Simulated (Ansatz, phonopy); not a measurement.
# MgS (Niningerite, Fm-3m): a volume series of phonon spectra, part 4 of 4

Aim: how the vibrations of MgS (Niningerite) shift with volume, and the expansion that follows.

Measurements to reproduce:
- heat capacity C_P per formula unit 45.6 J/mol/K near room temperature (given in “High-Throughput Prediction of Finite-Temperature Properties using the Quasi-Harmonic Approximation”, 2016, arXiv:1603.06924)

Ansatz 0.2.0; DFT PBEsol, scalar-relativistic, plane waves, PAW.

So far. Step 13 (Lattice dynamics at this volume, V/V0 0.97): No mode is imaginary beyond numerical noise at the solved wavevectors. The highest zone-centre mode (no LO–TO term) moved by +8.6 % for a volume change of -3.0 %. Step 14 (Single point at a scaled cell, V/V0 1.05): The run ends at a pressure of -3.45 GPa.

## 15. Lattice dynamics at this volume, V/V0 1.05

Phonons at this volume give one point of F(V, T); meshes stay fixed along the series.

input.yaml reads:

```yaml
crystal:
  lattice:
    - [0.0, 2.6334733617, 2.6334733617]
    - [2.6334733617, 0.0, 2.6334733617]
    - [2.6334733617, 2.6334733617, 0.0]
  atoms:
    - { symbol: Mg, position: [0.0, 0.0, 0.0] }
    - { symbol: S, position: [0.5, 0.5, 0.5] }
kpoints:
  mp_grid: { grid: [8, 8, 8] }
hamiltonian:
  xc: pbesol
scf:
  occupations: { method: fixed }
output:
  eigenvalues: true
phonons:
  method: dfpt
  dielectric: true
  rigid_motions: translations
  qmesh: [4, 4, 4]
  temperatures: { t_max: 1000, t_step: 50 }
  qpath:
    path:
      - [[0.0, 0.0, 0.0], [0.5, 0.0, 0.5], [0.625, 0.25, 0.625]]
      - [[0.375, 0.375, 0.75], [0.0, 0.0, 0.0], [0.5, 0.5, 0.5], [0.5, 0.25, 0.75], [0.5, 0.0, 0.5]]
    npoints: 10
```

Started as:

```
ansatz run input.yaml --threads 4 --pin off --max-ram 8192MiB --backend cpu --events-out ev --progress --plain --runs-dir out
```

Numbers of over 12 decimals in the logs are rounded to 6 here.

What it wrote:

```text
[...]
Crystal: 2 atoms, lattice volume = 36.527 Å³
Basis set: ecut = 420 eV, 725 PW (Γ), exchange–correlation on 50×50×50 points (8 copies of the dense FFT grid, shifted against one another)
Bands: 12, of which v1, the nominal top of the filled ones, is band 8 counted from 1 (7 counted from 0)
Symmetry: 48 space group operations
k-points: 59 of 512 (irreducible under 8 space group operations, time reversal used)
[...]
optical modes at Γ + LO–TO along q̂ = [0.0000, 1.0000, 0.0000]:
      ω (cm⁻¹)  modes    IR ((D/Å)²/amu)
        209.08      2            18.5352
        376.15      1             9.2676
  optical modes at Γ + LO–TO along q̂ = [0.0000, 0.0000, 1.0000]:
      ω (cm⁻¹)  modes    IR ((D/Å)²/amu)
        209.08      2            18.5352
        376.15      1             9.2676
--- Phonons (arbitrary-q DFPT): 8 irreducible q on the 4×4×4 mesh ---
[...]
interpolated dispersion: 63 rows × 6 modes
[...]
[key lines of the parts left out:]
SCF converged after 6 iterations
Free energy (F): -2799.898163 eV
Fermi energy:    5.920331 eV
```

It took 58 s on 4 threads of Arm Neoverse V1, shared host; peak memory 0.77 GiB.

No mode is imaginary beyond numerical noise at the solved wavevectors. The highest zone-centre mode (no LO–TO term) moved by -13.8 % for a volume change of +5.0 %.

## 16. Mode Grüneisen parameters

This step: DFT PBEsol, scalar-relativistic, plane waves, PAW (phonopy 4.10.0).

Numbers from this step:

* share of modes with a negative Grüneisen parameter: 0

Mean Grüneisen, by row:

| T (K) | heat-capacity-weighted mean | root mean square |
| --- | --- | --- |
| 50 | 1.243 | 1.461 |
| 100 | 1.522 | 1.706 |
| 200 | 1.613 | 1.777 |
| 300 | 1.629 | 1.787 |
| 500 | 1.636 | 1.792 |
| 800 | 1.638 | 1.794 |

Table of mean mode Grueneisen parameter by wavenumber:

| wavenumber (cm⁻¹) | mean mode Grueneisen parameter |
| --- | --- |
| 7 | - |
| 20 | - |
| 33 | 1.1 |
| 46 | - |
| 60 | 1.09 |
| 73 | 1.29 |
| 86 | 1.05 |
| 99 | 0.838 |
| 112 | 1.03 |
| 126 | 0.73 |
| 139 | 0.881 |
| 152 | 1.06 |
| 165 | 1 |
| 179 | 1.36 |
| 192 | 1.41 |
| 205 | 1.78 |
| 218 | 1.97 |
| 232 | 2.23 |
| 245 | 2.28 |
| 258 | 2.29 |
| 271 | 2.22 |
| 284 | 1.98 |
| 298 | 1.85 |
| 311 | 1.24 |
| 324 | 1.15 |
| 337 | 1.08 |
| 350 | 1.05 |
| 364 | 1.04 |
| 377 | 1.05 |
| 390 | 1.08 |

Volume series, by row:

| V/V0 | V (Å³/atom) | pressure (GPa) | E - E0 (meV/atom) | gap (eV) | zero-point energy (meV/atom) | lowest on the path (cm⁻¹) | highest at Gamma without the LO-TO term (cm⁻¹) |
| --- | --- | --- | --- | --- | --- | --- | --- |
| 0.97 | 16.87 | 2.535 | 4.027 | 2.786 | 43.93 | 0 | 263.4 |
| 0.985 | 17.13 | 1.221 | 0.984 | 2.756 | 42.83 | 0 | 252.9 |
| 1 | 17.39 | 0.003 | 0 | 2.727 | 41.75 | 0 | 242.6 |
| 1.015 | 17.65 | -1.125 | 0.925 | 2.697 | 40.69 | 0 | 232.4 |
| 1.03 | 17.92 | -2.171 | 3.62 | 2.668 | 39.64 | 0 | 222.4 |
| 1.05 | 18.26 | -3.448 | 9.744 | 2.629 | 38.28 | 0 | 209.1 |

The optical frequency at Gamma without the LO-TO term, mode 4 by V/V0:

| V/V0 | optical frequency at Gamma without the LO-TO term, mode 4 (cm⁻¹) |
| --- | --- |
| 0.9700 | 263 |
| 0.9850 | 253 |
| 1.0000 | 243 |
| 1.0150 | 232 |
| 1.0300 | 222 |
| 1.0500 | 209 |

Grüneisen at points, by row:

| point | branch | frequency (cm⁻¹) | mode Grüneisen parameter |
| --- | --- | --- | --- |
| Γ | 4 | 242.6 | 2.81 |
| Γ | 6 | 397.1 | 1.1 |
| X | 1 | 123.7 | 0.01 |
| X | 3 | 182 | 0.32 |
| X | 4 | 269.1 | 2.58 |
| X | 6 | 304.5 | 2.24 |
| U | 1 | 155.2 | 0.87 |
| U | 2 | 179.3 | 0.4 |
| U | 3 | 211 | 0.74 |
| U | 4 | 247.1 | 2.63 |
| U | 5 | 284.1 | 2.06 |
| U | 6 | 294.8 | 2.29 |
| K | 1 | 155.2 | 0.87 |
| K | 2 | 179.3 | 0.4 |
| K | 3 | 211 | 0.74 |
| K | 4 | 247.1 | 2.63 |
| K | 5 | 284.1 | 2.06 |
| K | 6 | 294.8 | 2.29 |
| L | 1 | 179.5 | 2.48 |
| L | 3 | 203.8 | 2.15 |
| L | 5 | 293 | 1.24 |
| L | 6 | 362 | 0.94 |
| W | 1 | 168.6 | 0.31 |
| W | 3 | 234.3 | 1.7 |
| W | 4 | 235.6 | 1.65 |
| W | 5 | 287.9 | 2.37 |

## 17. Free-energy fit

Numbers from this step:

```yaml
volume_expansion_coefficient_at_300_k: 50.07 1e-6/K
isothermal_bulk_modulus_at_300_k: 71.75 GPa
c_p_at_300_k: 23.25 J/mol-atom/K
grueneisen_parameter_at_300_k: 1.69
```

Table of energy (each curve on its own zero) by volume; values in meV/atom:

| volume (Å³/atom) | static | F at 0 K | F at 300 K | F at 900 K |
| --- | --- | --- | --- | --- |
| 16.872 | 4.03 | 6.78 | 9.44 | 18.8 |
| 17.133 | 0.98 | 2.63 | 4.3 | 10.1 |
| 17.394 | 0 | 0.56 | 1.21 | 3.37 |
| 17.655 | 0.93 | 0.42 | 0.01 | -1.54 |
| 17.916 | 3.62 | 2.08 | 0.56 | -4.77 |
| 18.264 | 9.74 | 6.83 | 3.78 | -6.71 |

Phonopy-qha, vinet fit of F(V) at each temperature; no electronic free energy. Qha vinet, by row:

| T (K) | fitted volume (Å³/atom) | alpha_V (1e-6/K) | B_T (GPa) | C_P (J/mol-atom/K) | Grueneisen |
| --- | --- | --- | --- | --- | --- |
| 100 | 17.56 | 22.85 | 75.67 | 11.77 | 1.543 |
| 150 | 17.58 | 35.47 | 74.82 | 17.44 | 1.623 |
| 200 | 17.62 | 42.64 | 73.85 | 20.46 | 1.656 |
| 250 | 17.66 | 47.03 | 72.82 | 22.17 | 1.676 |
| 300 | 17.7 | 50.07 | 71.75 | 23.25 | 1.69 |
| 350 | 17.75 | 52.42 | 70.65 | 23.99 | 1.703 |
| 400 | 17.79 | 54.39 | 69.53 | 24.53 | 1.714 |
| 450 | 17.84 | 56.17 | 68.39 | 24.97 | 1.726 |
| 500 | 17.89 | 57.85 | 67.22 | 25.33 | 1.738 |
| 550 | 17.95 | 59.5 | 66.03 | 25.66 | 1.75 |
| 600 | 18 | 61.14 | 64.82 | 25.95 | 1.763 |
| 650 | 18.06 | 62.82 | 63.58 | 26.24 | 1.776 |

The volume expansion coefficient, phonopy-qha, Vinet by temperature:

| temperature (K) | volume expansion coefficient, phonopy-qha, Vinet (1e-6/K) |
| --- | --- |
| 75 | 14.1 |
| 100 | 22.9 |
| 125 | 30.0 |
| 150 | 35.5 |
| 175 | 39.5 |
| 200 | 42.6 |
| 225 | 45.1 |
| 250 | 47.0 |
| 275 | 48.7 |
| 300 | 50.1 |
| 325 | 51.3 |
| 350 | 52.4 |
| 375 | 53.4 |
| 400 | 54.4 |
| 425 | 55.3 |
| 450 | 56.2 |
| 475 | 57.0 |
| 500 | 57.9 |
| 525 | 58.7 |
| 550 | 59.5 |
| 575 | 60.3 |
| 600 | 61.1 |
| 625 | 62.0 |
| 650 | 62.8 |

The fit gives a volume expansion of 50.1 × 10⁻⁶/K at 300 K.

## 18. Outcome

```json
{
 "volume expansion coefficient at 300 K": "50.07 1e-6/K",
 "isothermal bulk modulus at 300 K": "71.75 GPa",
 "C_P at 300 K": "23.25 J/mol-atom/K",
 "Grüneisen parameter at 300 K": "1.69",
 "mean mode Grüneisen parameter at 300 K": "1.63"
}
```

**Reading.** Near room temperature MgS (Niningerite) expands by 50.1 × 10⁻⁶/K in volume by PBEsol, with C_P = 23.2 J/(mol K) per mole of atoms and B_T = 71.8 GPa. The table stops at 650 K because beyond it the fitted volume comes within 1 % of the largest computed cell, where the fit loses its support. C_P at room temperature is 93 % of the classical 3R an atom. A measured heat capacity per formula unit near room temperature is 45.6 J/mol/K (arXiv:1603.06924); the calculated 46.5 J/mol/K differs by +2 %. The heat-capacity-weighted Grüneisen parameter goes from 1.24 at 50 K to 1.64 at 800 K. Weighting γ by the density of states and each mode's heat capacity at 300 K, modes below 130 cm⁻¹ give about 4 % of the sum of γC that drives the expansion, those up to 260 cm⁻¹ 63 % and the rest 33 %. Among the labelled points γ is largest for branch 4 at Γ (243 cm⁻¹, 2.8) and smallest for branch 1 at X (124 cm⁻¹, 0.01). The PAW files were made for PBE and are used here under another functional, for which the program regenerates the frozen cores.

[Logs are printed without paths, hosts, clocks, repeated set-up lines and the standing remarks that a program may print on its own settings, such as how far it seeks lower states.]

[Hosts, paths, dates, database ids (printed as entryN), source tags and the programs' standing remarks are cut or masked in the printed files.]

[A step with changed settings may run another functional than the one named; its input shows which.]

[Of the runs on displaced cells, only some may be shown.]
